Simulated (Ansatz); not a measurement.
Planning a run of Ansatz 0.2.0 on SnSe2 (P-3m1). The input:

```yaml
crystal:
  lattice:
    - [3.811, 0.0, 0.0]
    - [-1.9055, 3.3004228138, 0.0]
    - [0.0, 0.0, 6.136]
  atoms:
    - { symbol: Sn, position: [0.0, 0.0, 0.0] }
    - { symbol: Se, position: [0.3333333333, 0.6666666667, 0.2614399677] }
    - { symbol: Se, position: [0.6666666667, 0.3333333333, 0.7385600323] }
kpoints:
  mp_grid: { grid: [6, 6, 2] }
  band_path:
    path:
      - [0.0, 0.0, 0.0]
      - [0.5, 0.0, 0.0]
      - [0.33333333, 0.33333333, 0.0]
      - [0.0, 0.0, 0.5]
      - [0.5, 0.0, 0.5]
      - [0.33333333, 0.33333333, 0.5]
      - [0.0833333333, 0.0833333333, 0.0]
      - [0.5, 0.0, 0.35]
    npoints: 1
hamiltonian:
  xc: hse06
  pseudopotentials: { kind: paw, azcp: { folder: soft_1 } }
scf:
  occupations: { method: fixed }
  n_extra_bands: 5
output:
  eigenvalues: true
```

```sh
ansatz run input.yaml --threads 3 --pin off --max-ram 92160MiB --backend cuda --events-out ev --progress --plain --runs-dir out --devices 1 --max-vram 13GiB
```

Question: Estimate wall time and host memory on 1 × NVIDIA H100 80GB HBM3 (shared by 6 runs) with 3 threads of AMD EPYC 7R13 (Zen 3), shared host.

It took 21 s; on shared hardware allow 10 s to 41 s. Peak host memory was 1.2 GiB. The sizes that set the cost: 1485 plane waves a state, 14 irreducible k points and 16 SCF cycles.

Exact exchange couples every pair of k points and filled bands, so it costs far more than a semilocal run.

[Paths, hosts, dates, memory and timing lines, banners, echoed tables and standing remarks are left out of the program output.]

[Logs are printed without paths, hosts, clocks, repeated set-up lines and the standing remarks that a program may print on its own settings, such as how far it seeks lower states.]

[Runs of the session that timed out or met a known fault of the program may be left out.]

[Cells called generated may have been cut or substituted from an entry of the Crystallography Open Database or the Materials Project.]

[Hosts, paths, dates, database ids (printed as entryN), source tags and the programs' standing remarks are cut or masked in the printed files.]
